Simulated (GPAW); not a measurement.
Consider AgPPd5 (P4/mmm).

```
Ag Pd P
1.0
     3.96877    0.00000    0.00000
     0.00000    3.96877    0.00000
     0.00000    0.00000    7.00523
Ag Pd P
1 5 1
Direct
  0.50000 0.50000 0.00000
  0.00000 0.50000 0.30047
  0.50000 0.00000 0.30047
  0.00000 0.50000 0.69953
  0.50000 0.00000 0.69953
  0.00000 0.00000 0.00000
  0.00000 0.00000 0.50000
```

Absorber: atom 7, with 8 Pd at 2.43 Å (cubic, site symmetry 4/mmm). Method: GPAW, LDA, excited-electron core hole (neutral cell), 14-atom cell with 5.6 Å between holes, 6×6×6 k points, dipole transitions, Gaussian full width 0.9 eV up to 4 eV, rising linearly to 3.5 eV at 25 eV.

**Question.** What does the P K edge look like?

Main maxima up to 24 eV above the zero (height): 1.4 eV (2.28), 6.1 eV (1.98), 8.5 eV (1.16) and 14.1 eV (0.86). A K edge sees empty p states on the absorber. The total-energy difference is 2147.98 eV. One term is added: -15.84 eV, since the hole is spin-paired here and a spin-polarised one costs that much less in the free atom (computed apart). The photon energy is then 2132.14 eV. The functional leaves an error in such absolute values: in the free atom LDA prices this hole 8.5 eV below PBE (computed apart), and PBE is itself good to a few eV.

The P K spectrum (energy from the lowest empty level; intensity scaled to a mean of 1 over the first 20 eV; polarised curves are means over the symmetry-equivalent atoms):

```tsv
E (eV)	isotropic	ε ⊥ c	ε ∥ c
-2.00	0.00	0.00	0.00
-1.25	0.00	0.00	0.00
-0.50	0.18	0.21	0.11
0.25	1.31	1.55	0.83
1.00	2.07	2.36	1.48
1.75	2.05	1.84	2.47
2.50	1.05	0.41	2.31
3.25	0.53	0.30	1.01
4.00	0.59	0.51	0.76
4.75	0.85	0.77	1.03
5.50	1.58	1.69	1.37
6.25	1.95	2.44	0.97
7.00	1.32	1.65	0.65
7.75	1.10	1.37	0.57
8.50	1.16	1.40	0.67
9.25	1.06	1.03	1.14
10.00	0.91	0.66	1.41
10.75	0.77	0.53	1.25
11.50	0.67	0.50	1.03
12.25	0.66	0.57	0.84
13.00	0.75	0.75	0.74
13.75	0.85	0.91	0.72
14.50	0.85	0.94	0.67
15.25	0.77	0.85	0.61
16.00	0.70	0.74	0.61
16.75	0.66	0.65	0.69
17.50	0.66	0.58	0.82
18.25	0.68	0.57	0.90
19.00	0.69	0.60	0.87
19.75	0.69	0.65	0.78
20.50	0.68	0.68	0.70
21.25	0.68	0.69	0.66
22.00	0.67	0.68	0.65
22.75	0.64	0.64	0.63
23.50	0.59	0.59	0.59
24.25	0.54	0.55	0.54
25.00	0.53	0.54	0.51
25.75	0.55	0.57	0.52
26.50	0.60	0.62	0.56
27.25	0.66	0.68	0.62
28.00	0.73	0.75	0.70
28.75	0.81	0.83	0.76
29.50	0.90	0.94	0.81
30.25	1.00	1.07	0.88
31.00	1.11	1.18	0.95
31.75	1.18	1.26	1.03
```

The holes are only 5.6 Å apart, so the shape is probably not converged with cell size; no larger cell was run here. The structure is a computed Materials Project entry and may be a hypothetical form.

[Banner, clock and machine lines of the logs are left out without a mark of their own.]

[Logs are printed without paths, hosts, clocks, repeated set-up lines and the standing remarks that a program may print on its own settings, such as how far it seeks lower states.]

[Hosts, paths, dates, database ids (printed as entryN), source tags and the programs' standing remarks are cut or masked in the printed files.]

[Lists of maxima count a maximum above −3 eV only where it reaches 4 % of the highest in the window and stands out from its surroundings by 2 % of it (1.5 % where it reaches 55 %); shoulders and weaker maxima are passed over, and of the rest the first, up to two pre-edge ones and the few strongest are named.]
